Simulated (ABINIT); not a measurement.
Computed results, one entry a study.

```cif
data_mgs
_symmetry_space_group_name_H-M 'Fm-3m'
_symmetry_Int_Tables_number 225
_cell_length_a 5.2033
_cell_length_b 5.2033
_cell_length_c 5.2033
_cell_angle_alpha 90.000
_cell_angle_beta 90.000
_cell_angle_gamma 90.000
_cell_volume 140.88
loop_
_atom_site_label
_atom_site_type_symbol
_atom_site_symmetry_multiplicity
_atom_site_Wyckoff_symbol
_atom_site_fract_x
_atom_site_fract_y
_atom_site_fract_z
_atom_site_occupancy
Mg1 Mg 4 a 0.00000 0.00000 0.00000 1
S1 S 4 b 0.50000 0.00000 0.00000 1
_calc_subject 'Quasiparticle gap of MgS (Niningerite) in ABINIT'
_calc_method 'RPA screening on LDA, plane waves, norm-conserving pseudopotentials (and 2 further levels or steps)'
_calc_program 'ABINIT 10.8.3'
_calc_settings 'cutoff 38 Ha, PseudoDojo scalar-relativistic 0.4.1 standard, norm-conserving, ngkpt (4, 4, 4), nband 34, ecuteps 4 Ha, inclvkb 2, shiftk (0, 0, 0), symchi 1, awtr 1, frequency ppm, 4×4×4 k-mesh'
_calc_cost '5 runs, 24 s in all on 4 MPI ranks of Arm Neoverse V2, shared host'
_calc_notes 'The cell and positions come from the Crystallography Open Database and are kept as given unless a step says otherwise. The 4×4×4 mesh is coarse for this cell, which bears on the long-range parts of exchange and screening.'
_calc_lda_gap '2.56 eV, indirect'
_calc_g0w0_gap_on_the_mesh '4.27 eV'
_calc_gw_settings '4×4×4 mesh, 34 bands, screening to 108.8 eV, Godby-Needs plasmon pole'
_calc_known_limits 'short of the basis limit; coarse k mesh'
```

[Long decimals in the printed logs are rounded to 6 places.]

[Logs are printed without paths, hosts, clocks, repeated set-up lines and the standing remarks that a program may print on its own settings, such as how far it seeks lower states.]

[Paths, hosts, dates, memory and timing lines, banners, echoed tables and standing remarks are left out of the program output; an Ansatz launch command may be rebuilt from the run's recorded settings. Measured values are a selection of at most five: reports struck by readers or far from the other reports are left out. None is set beside runs whose start may be inverted or whose files or cutoffs have a known fault.]

[Runs of the session that timed out or met a known fault of the program may be left out.]

[Hosts, paths, dates, database ids (printed as entryN), source tags and the programs' standing remarks are cut or masked in the printed files.]

[G0W0 gaps are taken among the corrected bands and points alone; a level outside them can change the order at an edge.]

[Where Ansatz stands beside ABINIT at settings called matched, ABINIT's density can come from a denser mesh and the files from another edition; pairs whose starting gaps differed by over 0.03 eV were left out, so agreement reads better than it is.]
